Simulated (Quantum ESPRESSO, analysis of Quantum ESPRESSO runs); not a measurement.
**Reproducing a measured migration barrier: interstitial H in fcc Al, hop from a tetrahedral to the next octahedral site (Quantum ESPRESSO)**

How near does this set-up come to the measured migration barrier? Subject: interstitial H in fcc Al, hop from a tetrahedral to the next octahedral site. Set-up: PBEsol, GBRV 1.5 PBEsol, 32-site cell, PBEsol lattice, k: 3x3x3. The model is a cell of 32 host atoms with 1 H put in. The barrier is the energy of the highest image of a climbing band over the relaxed site that the atom leaves. A local or semilocal functional is the cheapest first rung.

Measured beforehand: Migration barrier: 0.452 eV, by diffusion measurements (T > 250 K); average of cited values (quoted in “Explainable Machine Learning for Hydrogen Diffusion in Metals and Random Binary Alloys”, 2023, G. M. Lu et al., quoting earlier work (1981)).

Program: Quantum ESPRESSO 7.5. Level of theory: Quantum ESPRESSO plane-wave DFT, PBEsol, GBRV 1.5 PBEsol potentials; relaxation of all atoms of a defect supercell. Results are calculated unless marked as measured.

**1. Set-up**

The cell holds 33 atoms: 32 Al and 1 H. Cell: a = 8.027 Å, b = 8.027 Å, c = 8.027 Å, α = 90.0°, β = 90.0°, γ = 90.0°. It derives from Al (space group Fm-3m). Nearest the centre at fractional (0.375, 0.375, 0.375): H33 at 0.00 Å, Al8 at 1.74 Å, Al29 at 1.74 Å, Al11 at 1.74 Å, Al18 at 1.74 Å, Al13 at 3.33 Å, Al4 at 3.33 Å, Al15 at 3.33 Å.

The host's primitive cell comes from a first run (Quantum ESPRESSO plane-wave DFT, PBEsol, GBRV 1.5 PBEsol potentials; relaxation of cell and atoms of a defect-free cell): vectors of 2.838, 2.838 and 2.838 Å. That is 16.16 Å³ an atom, 2.7 % under the diffraction cell's volume. The supercell is built on it.

**2. Relaxation, charge 0**

A barrier counts from a true minimum, so both ends of the jump are relaxed first.

Contents of pw.in:

```
&CONTROL
  calculation = 'relax'
  prefix = 'pwscf'
  outdir = './tmp'
  pseudo_dir = './pseudo'
  tprnfor = .true.
  disk_io = 'low'
  nstep = 70
  forc_conv_thr = 0.00078
  etot_conv_thr = 0.0001
/
&SYSTEM
  ibrav = 0
  nat = 33
  ntyp = 2
  ecutwfc = 45
  ecutrho = 360
  nbnd = 63
  occupations = 'smearing'
  smearing = 'mv'
  degauss = 0.00734986
/
&ELECTRONS
  conv_thr = 3d-08
  electron_maxstep = 100
  mixing_beta = 0.5
/
&IONS
  ion_dynamics = 'bfgs'
/
ATOMIC_SPECIES
Al    26.9815 al_pbesol_v1.uspp.F.UPF
H      1.0080 h_pbesol_v1.4.uspp.F.UPF
CELL_PARAMETERS angstrom
   8.0266502575    0.0000000000    0.0000000000
   0.0000000000    8.0266502575    0.0000000000
   0.0000000000    0.0000000000    8.0266502575
ATOMIC_POSITIONS crystal
Al     0.0000000000    0.0000000000    0.0000000000
Al     0.0000000000    0.2500000000    0.2500000000
Al     0.2500000000    0.0000000000    0.2500000000
Al     0.2500000000    0.2500000000    0.0000000000
Al     0.0000000000    0.0000000000    0.5000000000
Al     0.0000000000    0.2500000000    0.7500000000
Al     0.2500000000    0.0000000000    0.7500000000
Al     0.2500000000    0.2500000000    0.5000000000
Al     0.0000000000    0.5000000000    0.0000000000
Al     0.0000000000    0.7500000000    0.2500000000
Al     0.2500000000    0.5000000000    0.2500000000
Al     0.2500000000    0.7500000000    0.0000000000
Al     0.0000000000    0.5000000000    0.5000000000
Al     0.0000000000    0.7500000000    0.7500000000
Al     0.2500000000    0.5000000000    0.7500000000
Al     0.2500000000    0.7500000000    0.5000000000
Al     0.5000000000    0.0000000000    0.0000000000
Al     0.5000000000    0.2500000000    0.2500000000
Al     0.7500000000    0.0000000000    0.2500000000
Al     0.7500000000    0.2500000000    0.0000000000
Al     0.5000000000    0.0000000000    0.5000000000
Al     0.5000000000    0.2500000000    0.7500000000
Al     0.7500000000    0.0000000000    0.7500000000
Al     0.7500000000    0.2500000000    0.5000000000
Al     0.5000000000    0.5000000000    0.0000000000
Al     0.5000000000    0.7500000000    0.2500000000
Al     0.7500000000    0.5000000000    0.2500000000
Al     0.7500000000    0.7500000000    0.0000000000
Al     0.5000000000    0.5000000000    0.5000000000
Al     0.5000000000    0.7500000000    0.7500000000
Al     0.7500000000    0.5000000000    0.7500000000
Al     0.7500000000    0.7500000000    0.5000000000
H      0.3750000000    0.3750000000    0.3750000000
K_POINTS automatic
3 3 3 0 0 0
```

Run with:

```console
$ OMP_NUM_THREADS=1 mpirun -n 4 pw.x -nk 4 -in pw.in > pw.out
```

What it wrote:

```text
This program is part of the open-source Quantum ESPRESSO suite
     for quantum simulation of materials; please cite
         "P. Giannozzi et al., J. Phys.:Condens. Matter 21 395502 (2009);
         "P. Giannozzi et al., J. Phys.:Condens. Matter 29 465901 (2017);
         "P. Giannozzi et al., J. Chem. Phys. 152 154105 (2020);
          URL
     in publications or presentations arising from this work. More details at

     Message from routine setup:
     using ibrav=0 with symmetry is DISCOURAGED, use correct ibrav instead

     K-points division:     npool     =       4
     Subspace diagonalization in iterative solution of the eigenvalue problem:
     a serial algorithm will be used

     G-vector sticks info
     --------------------
     sticks:   dense  smooth     PW     G-vecs:    dense   smooth      PW
     Sum        6589    3305    885               402647   142609   19837

     Using Slab Decomposition

     bravais-lattice index     =            0
     lattice parameter (alat)  =      15.1682  a.u.
     unit-cell volume          =    3489.7926 (a.u.)^3
     number of atoms/cell      =           33
     number of atomic types    =            2
     number of electrons       =        97.00
     number of Kohn-Sham states=           63
     kinetic-energy cutoff     =      45.0000  Ry
     charge density cutoff     =     360.0000  Ry
     scf convergence threshold =      3.0E-08
     mixing beta               =       0.5000
     number of iterations used =            8  plain     mixing
     energy convergence thresh.=      1.0E-04
     force convergence thresh. =      7.8E-04
     Exchange-correlation= SLA  PW   PSX  PSC
                           (   1   4  10   8   0   0   0)
     nstep                     =           70

     celldm(1)=  15.168171  celldm(2)=   0.000000  celldm(3)=   0.000000
     celldm(4)=   0.000000  celldm(5)=   0.000000  celldm(6)=   0.000000

     crystal axes: (cart. coord. in units of alat)
               a(1) = (   1.000000   0.000000   0.000000 )
               a(2) = (   0.000000   1.000000   0.000000 )
               a(3) = (   0.000000   0.000000   1.000000 )

     reciprocal axes: (cart. coord. in units 2 pi/alat)
               b(1) = (  1.000000  0.000000  0.000000 )
               b(2) = (  0.000000  1.000000  0.000000 )
               b(3) = (  0.000000  0.000000  1.000000 )

     PseudoPot. # 1 for Al read from file:
     al_pbesol_v1.uspp.F.UPF
     Pseudo is Ultrasoft + core correction, Zval =  3.0
     Generated by new atomic code, or converted to UPF format
     Using radial grid of  893 points,  3 beta functions with:
                l(1) =   0
                l(2) =   1
                l(3) =   2
     Q(r) pseudized with  8 coefficients,  rinner =    0.900   0.900   0.900
                                                       0.900   0.900

     PseudoPot. # 2 for H  read from file:
     h_pbesol_v1.4.uspp.F.UPF
     Pseudo is Ultrasoft, Zval =  1.0
     Generated by new atomic code, or converted to UPF format
     Using radial grid of  615 points,  2 beta functions with:
                l(1) =   0
                l(2) =   0
     Q(r) pseudized with  8 coefficients,  rinner =    0.700

     atomic species   valence    mass     pseudopotential
     Al                3.00    26.98150     Al( 1.00)
     H                 1.00     1.00800     H ( 1.00)

     24 Sym. Ops. (no inversion) found (18 have fractional translation)

   Cartesian axes

     site n.     atom                  positions (alat units)
         1        Al     tau(   1) = (   0.0000000   0.0000000   0.0000000  )
         2        Al     tau(   2) = (   0.0000000   0.2500000   0.2500000  )
         3        Al     tau(   3) = (   0.2500000   0.0000000   0.2500000  )
         4        Al     tau(   4) = (   0.2500000   0.2500000   0.0000000  )
         5        Al     tau(   5) = (   0.0000000   0.0000000   0.5000000  )
         6        Al     tau(   6) = (   0.0000000   0.2500000   0.7500000  )
         7        Al     tau(   7) = (   0.2500000   0.0000000   0.7500000  )
         8        Al     tau(   8) = (   0.2500000   0.2500000   0.5000000  )
         9        Al     tau(   9) = (   0.0000000   0.5000000   0.0000000  )
        10        Al     tau(  10) = (   0.0000000   0.7500000   0.2500000  )
        11        Al     tau(  11) = (   0.2500000   0.5000000   0.2500000  )
        12        Al     tau(  12) = (   0.2500000   0.7500000   0.0000000  )
        13        Al     tau(  13) = (   0.0000000   0.5000000   0.5000000  )
        14        Al     tau(  14) = (   0.0000000   0.7500000   0.7500000  )
        15        Al     tau(  15) = (   0.2500000   0.5000000   0.7500000  )
        16        Al     tau(  16) = (   0.2500000   0.7500000   0.5000000  )
[...]
25        Al     tau(  25) = (   0.5000000   0.5000000   0.0000000  )
        26        Al     tau(  26) = (   0.5000000   0.7500000   0.2500000  )
        27        Al     tau(  27) = (   0.7500000   0.5000000   0.2500000  )
        28        Al     tau(  28) = (   0.7500000   0.7500000   0.0000000  )
        29        Al     tau(  29) = (   0.5000000   0.5000000   0.5000000  )
        30        Al     tau(  30) = (   0.5000000   0.7500000   0.7500000  )
        31        Al     tau(  31) = (   0.7500000   0.5000000   0.7500000  )
        32        Al     tau(  32) = (   0.7500000   0.7500000   0.5000000  )
        33        H      tau(  33) = (   0.3750000   0.3750000   0.3750000  )

     number of k points=     4  Marzari-Vanderbilt smearing, width (Ry)=  0.0073
                       cart. coord. in units 2pi/alat
        k(    1) = (   0.0000000   0.0000000   0.0000000), wk =   0.0740741
        k(    2) = (   0.0000000   0.0000000   0.3333333), wk =   0.4444444
        k(    3) = (   0.0000000   0.3333333   0.3333333), wk =   0.8888889
        k(    4) = (   0.3333333   0.3333333   0.3333333), wk =   0.5925926

     Dense  grid:   402647 G-vectors     FFT dimensions: (  96,  96,  96)

     Smooth grid:   142609 G-vectors     FFT dimensions: (  72,  72,  72)

     Initial potential from superposition of free atoms

     starting charge      96.9247, renormalised to      97.0000
     Starting wfcs are  129 randomized atomic wfcs

     Self-consistent Calculation

     iteration #  1     ecut=    45.00 Ry     beta= 0.50
     Davidson diagonalization with overlap
     ethr =  1.00E-02,  avg # of iterations =  3.0

     Threshold (ethr) on eigenvalues was too large:
     Diagonalizing with lowered threshold

     Davidson diagonalization with overlap
[...]
Davidson diagonalization with overlap
     ethr =  4.04E-11,  avg # of iterations =  2.0

     total energy              =    -214.41633320 Ry
     estimated scf accuracy    <          4.8E-09 Ry

     iteration #  7     ecut=    45.00 Ry     beta= 0.50
     Davidson diagonalization with overlap
     ethr =  4.96E-12,  avg # of iterations =  2.2

     End of self-consistent calculation

          k = 0.0000 0.0000 0.0000 ( 17845 PWs)   bands (ev):

[...]
9.2554   9.2554   9.2630   9.2630   9.2630   9.3246   9.3246

          k = 0.0000 0.0000 0.3333 ( 17772 PWs)   bands (ev):

[...]
8.9163   8.9526   8.9705   9.6284   9.6527   9.6527   9.7128

          k = 0.0000 0.3333 0.3333 ( 17799 PWs)   bands (ev):

[...]
9.1815   9.2298   9.6479   9.7491   9.7901   9.7937  10.7668

          k = 0.3333 0.3333 0.3333 ( 17788 PWs)   bands (ev):

[...]
9.6131   9.8024   9.9080   9.9080  10.0906  10.1497  10.1498

     the Fermi energy is     7.9082 ev

!    total energy              =    -214.41633320 Ry
     estimated scf accuracy    <          2.0E-10 Ry
     smearing contrib. (-TS)   =       0.00271150 Ry
     internal energy E=F+TS    =    -214.41904470 Ry

     The total energy is F=E-TS. E is the sum of the following terms:
     one-electron contribution =      97.59158609 Ry
     hartree contribution      =       0.55196423 Ry
     xc contribution           =    -137.27985505 Ry
     ewald contribution        =    -175.28273997 Ry

     convergence has been achieved in   7 iterations

     Forces acting on atoms (cartesian axes, Ry/au):

[...]
Total force =     0.003579     Total SCF correction =     0.000013
     Energy error            =      6.9E-05 Ry
     Gradient error          =      8.1E-04 Ry/Bohr

     number of scf cycles    =   8
     number of bfgs steps    =   7

     energy             old  =    -214.4162639845 Ry
     energy             new  =    -214.4163332001 Ry

     CASE: energy            _new < energy            _old

     new trust radius        =       0.0044102758 bohr
     new conv_thr            =       0.0000000003 Ry

ATOMIC_POSITIONS (crystal)
[...]
NEW-OLD atomic charge density approx. for the potential

     Self-consistent Calculation

     iteration #  1     ecut=    45.00 Ry     beta= 0.50
     Davidson diagonalization with overlap
     ethr =  1.00E-06,  avg # of iterations =  2.0

     Threshold (ethr) on eigenvalues was too large:
     Diagonalizing with lowered threshold

     Davidson diagonalization with overlap
     ethr =  2.75E-09,  avg # of iterations =  5.0

     total energy              =    -214.41635170 Ry
     estimated scf accuracy    <       0.00000798 Ry

     iteration #  2     ecut=    45.00 Ry     beta= 0.50
     Davidson diagonalization with overlap
     ethr =  8.23E-09,  avg # of iterations =  2.2

     total energy              =    -214.41635346 Ry
     estimated scf accuracy    <       0.00000646 Ry

     iteration #  3     ecut=    45.00 Ry     beta= 0.50
     Davidson diagonalization with overlap
     ethr =  6.65E-09,  avg # of iterations =  2.0

     total energy              =    -214.41635449 Ry
     estimated scf accuracy    <       0.00000055 Ry

     iteration #  4     ecut=    45.00 Ry     beta= 0.50
     Davidson diagonalization with overlap
     ethr =  5.64E-10,  avg # of iterations =  2.2

     total energy              =    -214.41635460 Ry
     estimated scf accuracy    <       0.00000043 Ry

     iteration #  5     ecut=    45.00 Ry     beta= 0.50
     Davidson diagonalization with overlap
     ethr =  4.40E-10,  avg # of iterations =  2.0

     total energy              =    -214.41635465 Ry
     estimated scf accuracy    <          8.4E-09 Ry

     iteration #  6     ecut=    45.00 Ry     beta= 0.50
     Davidson diagonalization with overlap
     ethr =  8.64E-12,  avg # of iterations =  4.0

     total energy              =    -214.41635465 Ry
     estimated scf accuracy    <          3.1E-09 Ry

     iteration #  7     ecut=    45.00 Ry     beta= 0.50
     Davidson diagonalization with overlap
     ethr =  3.18E-12,  avg # of iterations =  2.2

     End of self-consistent calculation

          k = 0.0000 0.0000 0.0000 ( 17845 PWs)   bands (ev):

[...]
9.2565   9.2566   9.2653   9.2653   9.2653   9.3257   9.3257

          k = 0.0000 0.0000 0.3333 ( 17772 PWs)   bands (ev):

[...]
8.9176   8.9521   8.9707   9.6309   9.6519   9.6519   9.7121

          k = 0.0000 0.3333 0.3333 ( 17799 PWs)   bands (ev):

[...]
8.4642   8.5912   8.9567   9.0113   9.0173   9.0359   9.0552   9.0648
     9.1822   9.2295   9.6478   9.7506   9.7900   9.7929  10.7666

          k = 0.3333 0.3333 0.3333 ( 17788 PWs)   bands (ev):

    -2.6589  -2.0602  -1.7232  -1.7232  -1.1822  -0.9649  -0.9649  -0.2955
     0.7778   1.2785   1.2785   1.6181   1.9930   1.9930   2.0437   2.0437
     2.0446   2.5410   2.7751   2.7751   3.2385   3.4882   3.4882   3.8610
     4.1673   4.1673   4.2199   4.2199   4.2221   4.6686   4.7816   4.7816
     4.9988   5.1143   5.1143   5.5536   5.7136   5.7136   6.7351   7.0628
     7.0628   7.1022   7.1233   7.1233   7.6041   7.7873   7.7873   7.8259
     7.8430   7.8430   8.5179   8.9205   9.1012   9.1012   9.4434   9.6132
     9.6132   9.8014   9.9091   9.9091  10.0890  10.1501  10.1501

     the Fermi energy is     7.9083 ev

!    total energy              =    -214.41635465 Ry
     estimated scf accuracy    <          7.4E-11 Ry
     smearing contrib. (-TS)   =       0.00268580 Ry
     internal energy E=F+TS    =    -214.41904045 Ry

     The total energy is F=E-TS. E is the sum of the following terms:
     one-electron contribution =      97.58519518 Ry
     hartree contribution      =       0.55485417 Ry
     xc contribution           =    -137.27996784 Ry
     ewald contribution        =    -175.27912195 Ry

     convergence has been achieved in   7 iterations

     Forces acting on atoms (cartesian axes, Ry/au):

[...]
atom   26 type  1   force =    -0.00013441   -0.00015511    0.00013441
     atom   27 type  1   force =    -0.00015511   -0.00013441    0.00013441
     atom   28 type  1   force =    -0.00016034   -0.00016034    0.00016034
     atom   29 type  1   force =     0.00003074    0.00003074    0.00003074
     atom   30 type  1   force =     0.00065530   -0.00018193   -0.00018193
     atom   31 type  1   force =    -0.00018193    0.00065530   -0.00018193
     atom   32 type  1   force =    -0.00018193   -0.00018193    0.00065530
     atom   33 type  2   force =     0.00000000    0.00000000    0.00000000

     Total force =     0.002644     Total SCF correction =     0.000009
     Energy error            =      2.1E-05 Ry
     Gradient error          =      6.6E-04 Ry/Bohr

     bfgs converged in   9 scf cycles and   8 bfgs steps
     (criteria: energy <  1.0E-04 Ry, force <  7.8E-04 Ry/Bohr)

     End of BFGS Geometry Optimization

     Final energy             =    -214.4163546499 Ry

     File ./tmp/pwscf.bfgs deleted, as requested
Begin final coordinates

ATOMIC_POSITIONS (crystal)
[...]
Al               0.4996835488        0.7491995049        0.2503164512
Al               0.7491995049        0.4996835488        0.2503164512
Al               0.7497578054        0.7497578054        0.0002421946
Al               0.5090530260        0.5090530260        0.5090530260
Al               0.5002788368        0.7521328918        0.7521328918
Al               0.7521328918        0.5002788368        0.7521328918
Al               0.7521328918        0.7521328918        0.5002788368
H                0.3750000000        0.3750000000        0.3750000000
End final coordinates

=------------------------------------------------------------------------------=
   JOB DONE.
=------------------------------------------------------------------------------=
```

The job ended after 6.5 min (4 MPI ranks of Arm Neoverse V1, shared host; peak memory 1.7 GiB; 26 min of CPU time).

Step by step:

```tsv
step	energy less that of the first step (eV)
0	0.0000
1	-0.1270
2	-0.2243
3	-0.2980
4	-0.3084
5	-0.3119
6	-0.3152
7	-0.3161
8	-0.3164
```

The atoms that moved most (Å):

```tsv
atom	dx	dy	dz	length
Al29	0.073	0.073	0.073	0.126
Al8	-0.073	-0.073	0.073	0.126
Al18	0.073	-0.073	-0.073	0.126
Al11	-0.073	0.073	-0.073	0.126
Al30	0.002	0.017	0.017	0.024
Al32	0.017	0.017	0.002	0.024
Al31	0.017	0.002	0.017	0.024
Al7	-0.002	-0.017	0.017	0.024
```

The relaxed structure:

```
CELL_PARAMETERS angstrom
8.02665 0.00000 0.00000
0.00000 8.02665 0.00000
0.00000 0.00000 8.02665
ATOMIC_POSITIONS crystal
Al 0.00024 0.00024 0.00024
Al 0.00080 0.25032 0.25032
Al 0.25032 0.00080 0.25032
Al 0.25032 0.25032 0.00080
Al 0.99787 0.99787 0.50028
Al 0.99787 0.24972 0.75213
Al 0.24972 0.99787 0.75213
Al 0.24095 0.24095 0.50905
Al 0.99787 0.50028 0.99787
Al 0.99787 0.75213 0.24972
Al 0.24095 0.50905 0.24095
Al 0.24972 0.75213 0.99787
Al 0.00080 0.49968 0.49968
Al 0.00024 0.74976 0.74976
Al 0.25032 0.49968 0.74920
Al 0.25032 0.74920 0.49968
Al 0.50028 0.99787 0.99787
Al 0.50905 0.24095 0.24095
Al 0.75213 0.99787 0.24972
Al 0.75213 0.24972 0.99787
Al 0.49968 0.00080 0.49968
Al 0.49968 0.25032 0.74920
Al 0.74976 0.00024 0.74976
Al 0.74920 0.25032 0.49968
Al 0.49968 0.49968 0.00080
Al 0.49968 0.74920 0.25032
Al 0.74920 0.49968 0.25032
Al 0.74976 0.74976 0.00024
Al 0.50905 0.50905 0.50905
Al 0.50028 0.75213 0.75213
Al 0.75213 0.50028 0.75213
Al 0.75213 0.75213 0.50028
H 0.37500 0.37500 0.37500
```

Neighbours of H33 at the end:

```tsv
atom	distance (Å)
Al8	1.864
Al18	1.864
Al11	1.864
Al29	1.864
Al13	3.320
Al4	3.320
Al15	3.320
Al21	3.320
Al25	3.320
Al27	3.320
Al26	3.320
Al24	3.320
Al22	3.320
Al16	3.320
Al2	3.320
Al3	3.320
```

First to last step the energy falls by 0.316 eV; the largest move, 0.13 Å, is that of Al29 and 3 other atoms alike.

(Continued in part 2 of 3.)

[Logs are printed without paths, hosts, clocks, repeated set-up lines and the standing remarks that a program may print on its own settings, such as how far it seeks lower states.]

[Hosts, paths, dates, database ids (printed as entryN), source tags and the programs' standing remarks are cut or masked in the printed files.]

[For some hosts the program warned that the k-mesh of the response run may be too coarse for force constants and the static dielectric constant; such warnings are not shown here.]
